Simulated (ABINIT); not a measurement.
# Quasiparticle gap of Al2O3 (Corundum) in ABINIT

Aim: the G0W0 gap of Al2O3 (Corundum) on PBE, step by step.

Method: PBE and many-body steps on it, plane waves, in ABINIT 10.8.3.

**Experimental background.**

- Gap 8.7 eV: optical band gap of host from absorption; optical absorption, quoted from earlier work; bulk crystal (high-purity reference sample) (quoted in “Multi-petahertz electron interference in Cr:Al2O3 solid-state material”, 2018, pmc:5906618).

### Step 1. The structure

It takes space group R-3c (No. 167, trigonal). Conventional cell: a = 4.760 Å, b = 4.760 Å, c = 12.996 Å, α = 90.00°, β = 90.00°, γ = 120.00°. Al has 6 O at 1.85 to 1.97 Å nearest. O has 4 Al at 1.85 to 1.97 Å nearest. Farther neighbours and most contacts between anions are not listed.

The cell and positions come from the Crystallography Open Database and are kept as given unless a step says otherwise.

### Step 2. Ground state

This step: ABINIT 10.8.3; DFT, PBE, plane waves, norm-conserving pseudopotentials.

The ground-state density comes first.

run.abi

```
acell 3*1.0 Angstrom
rprim 
  2.380249999995 1.374237978213 4.331866666707
  -2.380249999995 1.374237978213 4.331866666707
  -0.000000000000 -2.748475956495 4.331866666685
ntypat 2
znucl 13 8
natom 10
typat 1 1 1 1 2 2 2 2 2 2
xred 
  0.352160000000 0.352160000000 0.352160000000
  0.147840000000 0.147840000000 0.147840000000
  0.647840000000 0.647840000000 0.647840000000
  0.852160000000 0.852160000000 0.852160000000
  0.556680000000 0.943320000000 0.250000000000
  0.250000000000 0.556680000000 0.943320000000
  0.943320000000 0.250000000000 0.556680000000
  0.443320000000 0.056680000000 0.750000000000
  0.750000000000 0.443320000000 0.056680000000
  0.056680000000 0.750000000000 0.443320000000
pp_dirpath "pseudos"
pseudos "Al.upf, O.upf"
ecut 36
ngkpt 6 6 6
nshiftk 1
shiftk 0 0 0
kptopt 1
chksymbreak 0
nband 33
occopt 1
tolvrs 1e-10
nstep 60
prtwf 0
optforces 0
optstress 0
indata_prefix "in"
outdata_prefix "out"
tmpdata_prefix "tmp"
```

On the command line:

```console
$ OMP_NUM_THREADS=1 mpirun -n 4 abinit run.abi > log
```

Numbers of over 12 decimals in the logs are rounded to 6 here.

The program printed:

```text
.Version 10.8.3 of ABINIT. v10.8.2 released Aug 2026.

 Symmetries : space group R-3 c (#167); Bravais hR (rhombohedral)
================================================================================
 Values of the parameters that define the memory need of the present run
     intxc =       0    ionmov =       0      iscf =       7    lmnmax =       6
     lnmax =       6     mgfft =      54  mpssoang =       3    mqgrid =    3001
     natom =      10  nloc_mem =       1    nspden =       1   nspinor =       1
    nsppol =       1      nsym =      12    n1xccc =    2501    ntypat =       2
    occopt =       1   xclevel =       2
-    mband =          33        mffmem =           1         mkmem =           8
       mpw =        5939          nfft =      157464          nkpt =          32
================================================================================
  Rough estimation (10% accuracy) of disk space for files :
================================================================================

--------------------------------------------------------------------------------
------------- Echo of variables that govern the present computation ------------
--------------------------------------------------------------------------------
 -outvars: echo values of preprocessed input variables --------
            acell      1.8897261259E+00  1.8897261259E+00  1.8897261259E+00 Bohr

      chksymbreak           0
             ecut      3.60000000E+01 Hartree
-          fftalg         312

              ixc     -101130
              kpt      0.00000000E+00  0.00000000E+00  0.00000000E+00
                       1.66666667E-01  0.00000000E+00  0.00000000E+00
                       3.33333333E-01  0.00000000E+00  0.00000000E+00
                       5.00000000E-01  0.00000000E+00  0.00000000E+00
                       1.66666667E-01  1.66666667E-01  0.00000000E+00
                       3.33333333E-01  1.66666667E-01  0.00000000E+00
                       5.00000000E-01  1.66666667E-01  0.00000000E+00
                      -3.33333333E-01  1.66666667E-01  0.00000000E+00
                      -1.66666667E-01  1.66666667E-01  0.00000000E+00
   [... 21 further rows ...]
                      -3.33333333E-01  5.00000000E-01  3.33333333E-01
                       5.00000000E-01  5.00000000E-01  5.00000000E-01
         kptrlatt        6    0    0      0    6    0      0    0    6
          kptrlen      5.39762473E+01
P           mkmem           8
            natom          10
            nband          33
            ngfft          54      54      54
             nkpt          32
            nstep          60
             nsym          12
           ntypat           2
              occ      2.000000  2.000000  2.000000  2.000000  2.000000  2.000000
                       2.000000  2.000000  2.000000  2.000000  2.000000  2.000000
                       2.000000  2.000000  2.000000  2.000000  2.000000  2.000000
                       2.000000  2.000000  2.000000  2.000000  2.000000  2.000000
                       0.000000  0.000000  0.000000  0.000000  0.000000  0.000000
[...]
optforces           0
        optstress           0
            prtwf           0
            rprim      2.3802500000E+00  1.3742379782E+00  4.3318666667E+00
[...]
spgroup         167

           tolvrs      1.00000000E-10

             xred      3.5216000000E-01  3.5216000000E-01  3.5216000000E-01
[...]
znucl       13.00000    8.00000

================================================================================

 chkinp: Checking input parameters for consistency.

================================================================================
== DATASET  1 ==================================================================
-   mpi_nproc: 4, omp_nthreads: 1 (-1 if OMP is not activated)

--- !DatasetInfo
iteration_state: {dtset: 1, }
dimensions: {natom: 10, nkpt: 32, mband: 33, nsppol: 1, nspinor: 1, nspden: 1, mpw: 5939, }
cutoff_energies: {ecut:  36.0, pawecutdg:  -1.0, }
electrons: {nelect:   4.80000000E+01, charge:   0.00000000E+00, occopt:   1.00000000E+00, tsmear:   1.00000000E-02, }

 Real(R)+Recip(G) space primitive vectors, cartesian coordinates (Bohr,Bohr^-1):
 R(1)=  4.4980206  2.5969334  8.1860416  G(1)=  0.1111600  0.0641783  0.0407197
 R(2)= -4.4980206  2.5969334  8.1860416  G(2)= -0.1111600  0.0641783  0.0407197
 R(3)=  0.0000000 -5.1938668  8.1860416  G(3)=  0.0000000 -0.1283565  0.0407197
 Unit cell volume ucvol=  5.7372986E+02 bohr^3
 Angles (23,13,12)=  5.52866708E+01  5.52866708E+01  5.52866708E+01 degrees

 getcut: wavevector=  0.0000  0.0000  0.0000  ngfft=  54  54  54
         ecut(hartree)=     36.000   => boxcut(ratio)=   2.06269

--- Pseudopotential description ------------------------------------------------
- Al Generated using ONCVPSP code by D. R. Hamann
- 13.00000   3.00000  171031                  znucl, zion, pspdat
12 -101130 2 -1 1876                          pspcod,pspxc,lmax,lloc,mmax
     nproj     2     2     2
  pspatm : epsatm=    4.08140545
         --- l  ekb(1:nproj) -->
[...]
pspatm: atomic psp has been read  and splines computed

- O Generated using ONCVPSP code by D. R. Hamann
-  8.00000   6.00000  171031                  znucl, zion, pspdat
12 -101130 2 -1 936                           pspcod,pspxc,lmax,lloc,mmax
     nproj     2     2     1
  pspatm : epsatm=    6.19545534
         --- l  ekb(1:nproj) -->
[...]
2   -1.331955
 pspatm: atomic psp has been read  and splines computed

   2.56792098E+03                                ecore*ucvol(ha*bohr**3)
--------------------------------------------------------------------------------

_setup2: Arith. and geom. avg. npw (full set) are    5919.005    5918.995

================================================================================

--- !BeginCycle
iteration_state: {dtset: 1, }
solver: {iscf: 7, nstep: 60, nline: 4, wfoptalg: 0, }
tolerances: {tolvrs: 1.00E-10, }

     iter   Etot(hartree)      deltaE(h)  residm     vres2
 ETOT  1  -108.56861779561    -1.086E+02 9.232E-02 1.524E+03
 ETOT  2  -108.71438328984    -1.458E-01 4.345E-02 1.233E+03
 ETOT  3  -109.11643316919    -4.020E-01 1.922E-02 4.671E+00
 ETOT  4  -109.11824809159    -1.815E-03 6.059E-03 1.559E-02
 ETOT  5  -109.11825252940    -4.438E-06 3.205E-03 9.578E-04
 ETOT  6  -109.11825269330    -1.639E-07 2.573E-03 5.364E-06
 ETOT  7  -109.11825269392    -6.176E-10 8.856E-04 4.549E-07
 ETOT  8  -109.11825269401    -8.500E-11 8.923E-04 1.067E-08
 ETOT  9  -109.11825269401    -3.126E-13 3.660E-04 2.557E-10
 ETOT 10  -109.11825269401    -2.785E-12 2.600E-04 1.040E-11

 At SCF step   10       vres2   =  1.04E-11 < tolvrs=  1.00E-10 =>converged.

--- !ResultsGS
iteration_state: {dtset: 1, }
comment   : Summary of ground state results
lattice_vectors:
- [  4.4980206,   2.5969334,   8.1860416, ]
- [ -4.4980206,   2.5969334,   8.1860416, ]
- [ -0.0000000,  -5.1938668,   8.1860416, ]
lattice_lengths: [   9.69472,    9.69472,    9.69472, ]
lattice_angles: [ 55.287,  55.287,  55.287, ] # degrees, (23, 13, 12)
lattice_volume:   5.7372986E+02
convergence: {deltae: -2.785E-12, res2:  1.040E-11, residm:  2.600E-04, diffor:  0.000E+00, }
etotal    :  -1.09118253E+02
entropy   :   0.00000000E+00
fermie    :   1.90422253E-01
cartesian_stress_tensor: null
pressure_GPa: null
xred      :
- [  3.5216E-01,   3.5216E-01,   3.5216E-01, Al]
- [  1.4784E-01,   1.4784E-01,   1.4784E-01, Al]
- [  6.4784E-01,   6.4784E-01,   6.4784E-01, Al]
- [  8.5216E-01,   8.5216E-01,   8.5216E-01, Al]
- [  5.5668E-01,   9.4332E-01,   2.5000E-01,  O]
- [  2.5000E-01,   5.5668E-01,   9.4332E-01,  O]
- [  9.4332E-01,   2.5000E-01,   5.5668E-01,  O]
- [  4.4332E-01,   5.6680E-02,   7.5000E-01,  O]
- [  7.5000E-01,   4.4332E-01,   5.6680E-02,  O]
- [  5.6680E-02,   7.5000E-01,   4.4332E-01,  O]
cartesian_forces: null
force_length_stats: {min: null, max: null, mean: null, }

 Integrated electronic density in atomic spheres:
 ------------------------------------------------
 Atom  Sphere_radius  Integrated_density
[...]
================================================================================

 ----iterations are completed or convergence reached----

 Mean square residual over all n,k,spin=   27.214E-07; max=  26.000E-05
 reduced coordinates (array xred) for   10 atoms
[...]
0.250000000000      0.556680000000      0.943320000000
       0.943320000000      0.250000000000      0.556680000000
       0.443320000000      0.056680000000      0.750000000000
       0.750000000000      0.443320000000      0.056680000000
       0.056680000000      0.750000000000      0.443320000000
 rms dE/dt=  0.0000E+00; max dE/dt=  0.0000E+00; dE/dt below (all hartree)
    1       0.000000000000      0.000000000000      0.000000000000
    2       0.000000000000      0.000000000000      0.000000000000
    3       0.000000000000      0.000000000000      0.000000000000
    4       0.000000000000      0.000000000000      0.000000000000
    5       0.000000000000      0.000000000000      0.000000000000
    6       0.000000000000      0.000000000000      0.000000000000
    7       0.000000000000      0.000000000000      0.000000000000
    8       0.000000000000      0.000000000000      0.000000000000
    9       0.000000000000      0.000000000000      0.000000000000
   10       0.000000000000      0.000000000000      0.000000000000

 cartesian coordinates (angstrom) at end:
[...]
6     -0.729975    -1.484122     7.580767
    7      1.650275     0.109884     7.580767
    8      0.920300    -1.374238     5.414833
    9      0.729975     1.484122     5.414833
   10     -1.650275    -0.109884     5.414833
 length scales=  1.889726125908  1.889726125908  1.889726125908 bohr
              =  1.000000000000  1.000000000000  1.000000000000 angstroms
 prteigrs : about to open file out_EIG
 Fermi (or HOMO) energy (hartree) =   0.19042   Average Vxc (hartree)=  -0.42200
 Eigenvalues (hartree) for nkpt=  32  k points:
 kpt#   1, nband= 33, wtk=  0.00463, kpt=  0.0000  0.0000  0.0000 (reduced coord)
  -0.51404   -0.42818   -0.41791   -0.41791   -0.40624   -0.40624   -0.06247   -0.02571
  -0.01292   -0.01292    0.02849    0.03206    0.03206    0.06905    0.08213    0.13786
   0.13786    0.14281    0.14281    0.17247    0.17247    0.18878    0.18878    0.19042
   0.42070    0.52806    0.58648    0.61540    0.61540    0.62103    0.64669    0.64670
   0.64831
 prteigrs : prtvol=0 or 1, do not print more k-points.

--- !EnergyTerms
iteration_state     : {dtset: 1, }
comment             : Components of total free energy in Hartree
kinetic             :  7.20682127625938E+01
hartree             :  2.66734646915443E+01
xc                  : -3.01908344679662E+01
Ewald energy        : -8.81149730954744E+01
psp_core            :  4.47583638932495E+00
local_psp           : -7.93092830893802E+01
non_local_psp       : -1.47206758846520E+01
total_energy        : -1.09118252694010E+02
total_energy_eV     : -2.96925892054326E+03
band_energy         : -2.03056298659786E+00

== END DATASET(S) ==============================================================
================================================================================

 -outvars: echo values of variables after computation  --------
           etotal     -1.0911825269E+02
            nband          33
             nkpt          32
          spgroup         167
 [... the other variables as echoed above ...]

 Calculation completed.
```

It took 77 s on 4 MPI ranks of Arm Neoverse V2, shared host; peak memory 0.51 GiB; 5.1 min of CPU time.

This step gave:

```yaml
total_energy: -2969.2589 eV
gap: 6.266 eV
k_of_the_valence_top: 0, 0, 0
k_of_the_conduction_bottom: 0, 0, 0
least_direct_gap: 6.266 eV
```

The gap is direct, at Γ.

### Step 3. Empty states on the mesh, 4×4×4 mesh, 137 bands

The sums over transitions need many empty states on a uniform mesh; this step solves for them.

run.abi: that of step 2 with these lines changed.

```diff
@@ -23,3 +23,3 @@
 ecut 36
-ngkpt 6 6 6
+ngkpt 4 4 4
 nshiftk 1
@@ -28,9 +28,10 @@
 chksymbreak 0
-nband 33
-occopt 1
-tolvrs 1e-10
+iscf -2
+irdden 1
+istwfk *1
+nband 137
+nbdbuf 12
+tolwfr 1e-09
 nstep 60
-prtwf 0
-optforces 0
-optstress 0
+prtvol 0
 indata_prefix "in"
```

The program printed:

```text
.Version 10.8.3 of ABINIT. v10.8.2 released Aug 2026.

 Symmetries : space group R-3 c (#167); Bravais hR (rhombohedral)
[... echo of the input left out ...]
== DATASET  1 ==================================================================
-   mpi_nproc: 4, omp_nthreads: 1 (-1 if OMP is not activated)

--- !DatasetInfo
iteration_state: {dtset: 1, }
dimensions: {natom: 10, nkpt: 13, mband: 137, nsppol: 1, nspinor: 1, nspden: 1, mpw: 5940, }
cutoff_energies: {ecut:  36.0, pawecutdg:  -1.0, }
electrons: {nelect:   4.80000000E+01, charge:   0.00000000E+00, occopt:   1.00000000E+00, tsmear:   1.00000000E-02, }

 Real(R)+Recip(G) space primitive vectors, cartesian coordinates (Bohr,Bohr^-1):
 R(1)=  4.4980206  2.5969334  8.1860416  G(1)=  0.1111600  0.0641783  0.0407197
 R(2)= -4.4980206  2.5969334  8.1860416  G(2)= -0.1111600  0.0641783  0.0407197
 R(3)=  0.0000000 -5.1938668  8.1860416  G(3)=  0.0000000 -0.1283565  0.0407197
 Unit cell volume ucvol=  5.7372986E+02 bohr^3
 Angles (23,13,12)=  5.52866708E+01  5.52866708E+01  5.52866708E+01 degrees

 getcut: wavevector=  0.0000  0.0000  0.0000  ngfft=  54  54  54
         ecut(hartree)=     36.000   => boxcut(ratio)=   2.06269

--- Pseudopotential description ------------------------------------------------
- Al Generated using ONCVPSP code by D. R. Hamann
- 13.00000   3.00000  171031                  znucl, zion, pspdat
12 -101130 2 -1 1876                          pspcod,pspxc,lmax,lloc,mmax
     nproj     2     2     2
  pspatm : epsatm=    4.08140545
         --- l  ekb(1:nproj) -->
             0    5.126667    0.728291
             1    7.287548    0.832437
             2   -2.770497   -0.637722
 pspatm: atomic psp has been read  and splines computed

- O Generated using ONCVPSP code by D. R. Hamann
-  8.00000   6.00000  171031                  znucl, zion, pspdat
12 -101130 2 -1 936                           pspcod,pspxc,lmax,lloc,mmax
     nproj     2     2     1
  pspatm : epsatm=    6.19545534
         --- l  ekb(1:nproj) -->
[...]
2   -1.331955
 pspatm: atomic psp has been read  and splines computed

--------------------------------------------------------------------------------

================================================================================
 prteigrs : about to open file out_EIG
 Non-SCF case, kpt    1 (  0.00000  0.00000  0.00000), residuals and eigenvalues=
  2.77E-10  5.48E-10  3.41E-10  6.39E-10  5.60E-10  6.70E-10  3.85E-10  3.39E-10
  1.50E-10  9.91E-10  3.89E-10  2.16E-10  5.27E-10  3.35E-10  1.40E-10  1.30E-10
  3.41E-10  1.28E-10  2.60E-10  1.27E-10  3.18E-10  1.09E-10  5.79E-10  1.43E-10
[...]
4.98E-05
 -5.1404E-01 -4.2818E-01 -4.1791E-01 -4.1791E-01 -4.0624E-01 -4.0624E-01
 -6.2473E-02 -2.5715E-02 -1.2918E-02 -1.2918E-02  2.8486E-02  3.2059E-02
  3.2059E-02  6.9048E-02  8.2134E-02  1.3786E-01  1.3786E-01  1.4281E-01
[...]
2.1893E+00  2.1893E+00  2.2608E+00  2.2608E+00  2.2792E+00  2.2792E+00
  2.3529E+00  2.3630E+00  2.3649E+00  2.3914E+00  2.3971E+00  2.3972E+00
  2.4014E+00  2.4020E+00  2.4033E+00  2.4183E+00  2.4367E+00
 prteigrs : prtvol=0 or 1, do not print more k-points.

--- !ResultsGS
iteration_state: {dtset: 1, }
comment   : Summary of ground state results
lattice_vectors:
- [  4.4980206,   2.5969334,   8.1860416, ]
- [ -4.4980206,   2.5969334,   8.1860416, ]
- [ -0.0000000,  -5.1938668,   8.1860416, ]
lattice_lengths: [   9.69472,    9.69472,    9.69472, ]
lattice_angles: [ 55.287,  55.287,  55.287, ] # degrees, (23, 13, 12)
lattice_volume:   5.7372986E+02
convergence: {deltae:  0.000E+00, res2:  0.000E+00, residm:  9.969E-10, diffor:  0.000E+00, }
etotal    :  -1.09118253E+02
entropy   :   0.00000000E+00
fermie    :   1.90422253E-01
cartesian_stress_tensor: null
pressure_GPa: null
xred      :
- [  3.5216E-01,   3.5216E-01,   3.5216E-01, Al]
- [  1.4784E-01,   1.4784E-01,   1.4784E-01, Al]
- [  6.4784E-01,   6.4784E-01,   6.4784E-01, Al]
- [  8.5216E-01,   8.5216E-01,   8.5216E-01, Al]
- [  5.5668E-01,   9.4332E-01,   2.5000E-01,  O]
- [  2.5000E-01,   5.5668E-01,   9.4332E-01,  O]
- [  9.4332E-01,   2.5000E-01,   5.5668E-01,  O]
- [  4.4332E-01,   5.6680E-02,   7.5000E-01,  O]
- [  7.5000E-01,   4.4332E-01,   5.6680E-02,  O]
- [  5.6680E-02,   7.5000E-01,   4.4332E-01,  O]
cartesian_forces: null
force_length_stats: {min: null, max: null, mean: null, }

 Integrated electronic density in atomic spheres:
 ------------------------------------------------
 Atom  Sphere_radius  Integrated_density
[...]
================================================================================

 ----iterations are completed or convergence reached----

 Mean square residual over all n,k,spin=   39.879E-11; max=  99.687E-11
 reduced coordinates (array xred) for   10 atoms
[...]
0.750000000000      0.443320000000      0.056680000000
       0.056680000000      0.750000000000      0.443320000000

 cartesian coordinates (angstrom) at end:
    1      0.000000    -2.43e-11     4.576530
    2      0.000000    -1.02e-11     1.921270
    3     -0.000000    -4.47e-11     8.419070
[...]
9      0.729975     1.484122     5.414833
   10     -1.650275    -0.109884     5.414833
 length scales=  1.889726125908  1.889726125908  1.889726125908 bohr
              =  1.000000000000  1.000000000000  1.000000000000 angstroms
 prteigrs : about to open file out_EIG
 Eigenvalues (hartree) for nkpt=  13  k points:
 kpt#   1, nband=137, wtk=  0.01563, kpt=  0.0000  0.0000  0.0000 (reduced coord)
[...]
2.18931    2.18931    2.26080    2.26080    2.27915    2.27915    2.35290    2.36297
   2.36488    2.39144    2.39711    2.39724    2.40143    2.40202    2.40326    2.41828
   2.43670
 prteigrs : prtvol=0 or 1, do not print more k-points.

== END DATASET(S) ==============================================================
================================================================================

 -outvars: echo values of variables after computation  --------
            nband         137
             nkpt          13
          spgroup         167
 [... the other variables as echoed above ...]

 Calculation completed.
```

Elapsed: 1.9 min, on 4 MPI ranks; peak memory 0.48 GiB.

Numbers from this step:

* gap: 6.266 eV
* k of the valence top: 0, 0, 0
* k of the conduction bottom: 0, 0, 0
* least direct gap: 6.266 eV
* k points computed: 13
* lowest point of the top converged band, above the valence top: 56.8372 eV

On this mesh the gap is 6.266 eV.

(Continued in part 2 of 2.)

[Paths, hosts, dates, memory and timing lines, banners, echoed tables and standing remarks are left out of the program output.]

[Logs are printed without paths, hosts, clocks, repeated set-up lines and the standing remarks that a program may print on its own settings, such as how far it seeks lower states.]

[Runs of the session that timed out or met a known fault of the program may be left out.]

[Hosts, paths, dates, database ids (printed as entryN), source tags and the programs' standing remarks are cut or masked in the printed files.]

[G0W0 gaps are taken among the corrected bands and points alone; a level outside them can change the order at an edge.]

[Where Ansatz stands beside ABINIT at settings called matched, ABINIT's density can come from a denser mesh and the files from another edition; pairs whose starting gaps differed by over 0.03 eV were left out, so agreement reads better than it is.]
